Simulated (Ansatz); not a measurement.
WSO (2H monolayer (Janus)), computed twice by G0W0.

The cell holds 3 atoms: 1 W, 1 O and 1 S. Its edges and angles: a = 3.005 Å, b = 3.005 Å, c = 28.800 Å, α = 90.0°, β = 90.0°, γ = 120.0°. Vacuum lies along c.

```xyz
3
Lattice="3.0054 0.0000 0.0000 -1.5027 2.6028 0.0000 0.0000 0.0000 28.8000" Properties=species:S:1:pos:R:3
W     0.0000    1.7352   14.6345
O     1.5027    0.8676   15.8003
S     1.5027    0.8676   12.9997
```

The structure was relaxed with PBE. The runs that relaxed it are not among those shown. Spin-orbit coupling is left out unless a run names it.

The first (Ansatz 0.2.0; start PBE, 6×6×1 mesh, 202 empty bands, screening to 54 eV, PAW set soft_1 files; 4 threads of Intel Xeon 6975P-C (Granite Rapids), shared host) gave, on its mesh: starting gap 1.55 eV, G0W0 gap 2.44 eV, mean of 1 + 4πα/V (set by the cell height) 2.55, 19 s.

The second gave: starting gap 1.55 eV, G0W0 gap 2.52 eV, mean of 1 + 4πα/V (set by the cell height) 2.55, 19 s.

Question: What was changed in the input? Choose among start, files, mesh, bands and cutoff, frequency model or another key.

Changed: frequency model from contour deformation to plasmon pole. The starting gap stayed, which rules out the functional and points to the GW step. Other changes could give like numbers; this is the one that was made.

Limits: not at the basis limit; coarse mesh for a sheet; no spin-orbit coupling.

[Paths, hosts, dates, memory and timing lines, banners, echoed tables and standing remarks are left out of the program output.]

[Logs are printed without paths, hosts, clocks, repeated set-up lines and the standing remarks that a program may print on its own settings, such as how far it seeks lower states.]

[Runs of the session that timed out or met a known fault of the program may be left out.]

[Cells called generated may have been cut or substituted from an entry of the Crystallography Open Database or the Materials Project.]

[Hosts, paths, dates, database ids (printed as entryN), source tags and the programs' standing remarks are cut or masked in the printed files.]
